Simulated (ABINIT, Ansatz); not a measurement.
# How the form of the self-energy moves the gap of ZrSe3 (P2_1/m)

Wanted: the gap of ZrSe3 (P2_1/m) under several approximations, with cost.

Program: ABINIT 10.8.3. Level of theory: LDA and many-body steps on it, plane waves. Results are calculated unless marked as measured.

Most raw output is cut from this account.

**1. The starting structure**

Symmetry: P2_1/m, No. 11, monoclinic system. Conventional cell: a = 5.411 Å, b = 3.749 Å, c = 9.444 Å, α = 90.00°, β = 97.48°, γ = 90.00°. Nearest to Zr lie 8 Se at 2.72 to 2.87 Å. Nearest to Se lie 4 Zr at 2.72 to 2.87 Å. Nearest to Se lie 1 Se at 2.34 Å and 2 Zr at 2.73 Å. Nearest to Se lie 1 Se at 2.34 Å and 2 Zr at 2.74 Å. Farther neighbours and most contacts between anions are not listed.

The cell and positions come from the Crystallography Open Database and are kept as given unless a step says otherwise.

**2. Empty states on the mesh, 2×4×1 mesh, 430 bands**

This step: ABINIT 10.8.3; DFT, LDA, plane waves, norm-conserving pseudopotentials.

The sums over transitions need many empty states on a uniform mesh; this step solves for them.

run.abi reads:

```
acell 3*1.0 Angstrom
rprim 
  5.410900000000 -0.000000000000 -0.000000000000
  -0.000000000000 3.748800000000 0.000000000000
  -1.229420909100 0.000000000000 9.363634990100
ntypat 2
znucl 40 34
natom 8
typat 1 1 2 2 2 2 2 2
xred 
  0.285000000000 0.250000000000 0.656000000000
  0.715000000000 0.750000000000 0.344000000000
  0.762000000000 0.250000000000 0.554000000000
  0.238000000000 0.750000000000 0.446000000000
  0.456000000000 0.250000000000 0.174000000000
  0.544000000000 0.750000000000 0.826000000000
  0.888000000000 0.250000000000 0.169000000000
  0.112000000000 0.750000000000 0.831000000000
pp_dirpath "pseudos"
pseudos "Zr.upf, Se.upf"
ecut 48
ngkpt 2 4 1
nshiftk 1
shiftk 0 0 0
kptopt 1
chksymbreak 0
iscf -2
irdden 1
istwfk *1
nband 430
nbdbuf 38
tolwfr 1e-09
nstep 60
prtvol 0
indata_prefix "in"
outdata_prefix "out"
tmpdata_prefix "tmp"
```

Command:

```sh
> OMP_NUM_THREADS=2 mpirun -n 6 abinit run.abi > log
```

Run time: 6 min. Hardware: 6 MPI ranks of Arm Neoverse V2, shared host; peak memory 1.7 GiB; 57 min of CPU time.

This step gave:

```
gap                                                           : 0.2917 eV
k of the valence top                                          : 0, 0, 0
k of the conduction bottom                                    : 0.5, 0, 0
least direct gap                                              : 0.5951 eV
k points computed                                             : 6
lowest point of the top converged band, above the valence top : 70.3493 eV
```

On this mesh the gap is 0.292 eV.

The density comes from a self-consistent run that is not shown.

**3. Screening, 2×4×1 mesh, 209 bands, screening to 114.3 eV**

The RPA dielectric matrix is built and inverted for each q.

This step: RPA screening on LDA, plane waves, norm-conserving pseudopotentials.

run.abi: that of step 2 with these lines changed.

```diff
@@ -26,10 +26,11 @@
 chksymbreak 0
-iscf -2
-irdden 1
 istwfk *1
-nband 430
-nbdbuf 38
-tolwfr 1e-09
-nstep 60
-prtvol 0
+occopt 1
+irdwfk 1
+optdriver 3
+nband 209
+ecuteps 4.2
+inclvkb 2
+awtr 1
+symchi 1
 indata_prefix "in"
```

Command:

```sh
> OMP_NUM_THREADS=1 mpirun -n 16 abinit run.abi > log
```

It took 2.3 min on 16 MPI ranks; peak memory 20 GiB.

Numbers from this step:

| Quantity | Value |
| --- | --- |
| ε∞ with local fields, on this mesh, along the program's q direction | 17.05 |
| the same without local fields | 19.74 |
| plasma frequency | 34.92 eV |
| plane waves in the screening matrix | 521 |

Local fields lower ε∞ by 14 %. On a Γ-centred mesh this coarse the value itself is usually too large, while a short band sum pulls it down.

**4. G0W0, Godby-Needs plasmon pole**

The self-energy is evaluated for the states that the input lists, and the levels follow from it, in one-shot runs by the linearised quasiparticle equation.

This step: G0W0 on LDA, plane waves, norm-conserving pseudopotentials.

run.abi: that of step 3 with these lines changed.

```diff
@@ -29,8 +29,17 @@
 irdwfk 1
-optdriver 3
+optdriver 4
 nband 209
+gwcalctyp 0
+ecutsigx 48
+symsigma 1
+nkptgw 2
+kptgw 
+  0.0000000000 0.0000000000 0.0000000000
+  0.5000000000 0.0000000000 0.0000000000
+bdgw 
+  83 86
+  83 86
 ecuteps 4.2
-inclvkb 2
-awtr 1
-symchi 1
+irdscr 1
+ppmodel 1
 indata_prefix "in"
```

Wall time 16 s (16 MPI ranks); peak memory 7 GiB.

This step gave:

```yaml
g0w0_gap_on_the_points_computed: 0.7880 eV
starting_gap_on_the_mesh: 0.2917 eV
k_of_the_valence_top: 0, 0, 0
k_of_the_conduction_bottom: 0.5, 0, 0
z_at_the_valence_top: 0.795
z_at_the_conduction_bottom: 0.793
least_direct_g0w0_gap_on_the_computed_points: 1.028 eV
```

The gap on the mesh goes from 0.29 eV to 0.79 eV, a correction of +0.50 eV.

**5. G0W0, Engel-Farid plasmon pole**

run.abi: that of step 4 with these lines changed.

```diff
@@ -43,3 +43,3 @@
 irdscr 1
-ppmodel 1
+ppmodel 4
 indata_prefix "in"
```

It took 17 s on 16 MPI ranks; peak memory 6.8 GiB.

This step gave:

```
G0W0 gap on the points computed              : 0.8100 eV
starting gap on the mesh                     : 0.2917 eV
k of the valence top                         : 0, 0, 0
k of the conduction bottom                   : 0.5, 0, 0
Z at the valence top                         : 0.805
Z at the conduction bottom                   : 0.8
least direct G0W0 gap on the computed points : 1.089 eV
```

Against G0W0 in ABINIT (2×4×1 mesh, 209 bands, screening to 114.3 eV, Godby-Needs plasmon pole), the gap moves by +0.022 eV.

**6. G0W0, Hybertsen-Louie plasmon pole**

run.abi: that of step 5 with these lines changed.

```diff
@@ -43,3 +43,3 @@
 irdscr 1
-ppmodel 4
+ppmodel 2
 indata_prefix "in"
```

Elapsed: 16 s, on 16 MPI ranks; peak memory 6.2 GiB; 4.2 min of CPU time.

This step gave:

```
G0W0 gap on the points computed              : 0.8150 eV
starting gap on the mesh                     : 0.2917 eV
k of the valence top                         : 0, 0, 0
k of the conduction bottom                   : 0.5, 0, 0
least direct G0W0 gap on the computed points : 1.120 eV
```

Against G0W0 in ABINIT (2×4×1 mesh, 209 bands, screening to 114.3 eV, Godby-Needs plasmon pole), the gap moves by +0.027 eV.

**7. One-shot Hartree-Fock**

This step: one-shot Hartree-Fock on LDA, plane waves, norm-conserving pseudopotentials.

run.abi: that of step 6 with these lines changed.

```diff
@@ -30,4 +30,4 @@
 optdriver 4
-nband 209
-gwcalctyp 0
+nband 88
+gwcalctyp 5
 ecutsigx 48
@@ -41,5 +41,4 @@
   83 86
-ecuteps 4.2
-irdscr 1
-ppmodel 2
+ixc_sigma 40
+fftgw 31
 indata_prefix "in"
```

Elapsed: 6.2 s, on 16 MPI ranks; peak memory 6.3 GiB.

This step gave:

```
quasiparticle gap on the points computed              : 5.665 eV
starting gap on the mesh                              : 0.2917 eV
k of the valence top                                  : 0, 0, 0
k of the conduction bottom                            : 0.5, 0, 0
least direct quasiparticle gap on the computed points : 6.233 eV
```

Against G0W0 in ABINIT (2×4×1 mesh, 209 bands, screening to 114.3 eV, Godby-Needs plasmon pole), the gap moves by +4.877 eV.

**8. Side by side**

Times are wall times on 16 MPI ranks of Arm Neoverse V2, shared host, good to a factor of about two. A run's time includes the screening step that it read.

| run | mesh | bands | screening cutoff (eV) | DFT gap (eV) | gap on the mesh (eV) | direct (eV) | ε∞ used | time |
| --- | --- | --- | --- | --- | --- | --- | --- | --- |
| G0W0, Godby-Needs plasmon pole | 2×4×1 | 209 | 114.3 | 0.292 | 0.788 | 1.028 | 17.05 | 2.6 min |
| G0W0, Engel-Farid plasmon pole | 2×4×1 | 209 | 114.3 | 0.292 | 0.810 | 1.089 | 17.05 | 2.6 min |
| G0W0, Hybertsen-Louie plasmon pole | 2×4×1 | 209 | 114.3 | 0.292 | 0.815 | 1.120 | 17.05 | 2.6 min |
| one-shot Hartree-Fock | 2×4×1 | - | - | 0.292 | 5.665 | 6.233 | - | 6.2 s |

**9. What came out**

```yaml
g0w0_godby_needs_plasmon_pole: 0.788 eV
g0w0_engel_farid_plasmon_pole: 0.810 eV
g0w0_hybertsen_louie_plasmon_pole: 0.815 eV
one_shot_hartree_fock: 5.665 eV
known_limits: not at the basis limit; no spin-orbit coupling; coarse k mesh
```

In words: G0W0, Engel-Farid plasmon pole: +0.022 eV against G0W0, Godby-Needs plasmon pole. G0W0, Hybertsen-Louie plasmon pole: +0.027 eV against G0W0, Godby-Needs plasmon pole. One-shot Hartree-Fock: +4.877 eV against G0W0, Godby-Needs plasmon pole. Bare exchange alone opens the gap to 5.67 eV; against G0W0, correlation takes back 4.88 eV. Bands and cutoff are finite, so the gap is not at the basis limit. The miss can reach some tenths of an eV and take either sign; the mesh is an error of its own. In the G0W0 runs levels were corrected at 2 k points alone, so a gap called «on the mesh» is the least over those, and an edge elsewhere would be missed. The 2×4×1 mesh is coarse for this cell, which bears on the long-range parts of exchange and screening. The many-body steps are scalar-relativistic: spin-orbit coupling is not in them.

[Paths, hosts, dates, memory and timing lines, banners, echoed tables and standing remarks are left out of the program output.]

[Logs are printed without paths, hosts, clocks, repeated set-up lines and the standing remarks that a program may print on its own settings, such as how far it seeks lower states.]

[Runs of the session that timed out or met a known fault of the program may be left out.]

[Hosts, paths, dates, database ids (printed as entryN), source tags and the programs' standing remarks are cut or masked in the printed files.]

[G0W0 gaps are taken among the corrected bands and points alone; a level outside them can change the order at an edge.]

[Where Ansatz stands beside ABINIT at settings called matched, ABINIT's density can come from a denser mesh and the files from another edition; pairs whose starting gaps differed by over 0.03 eV were left out, so agreement reads better than it is.]
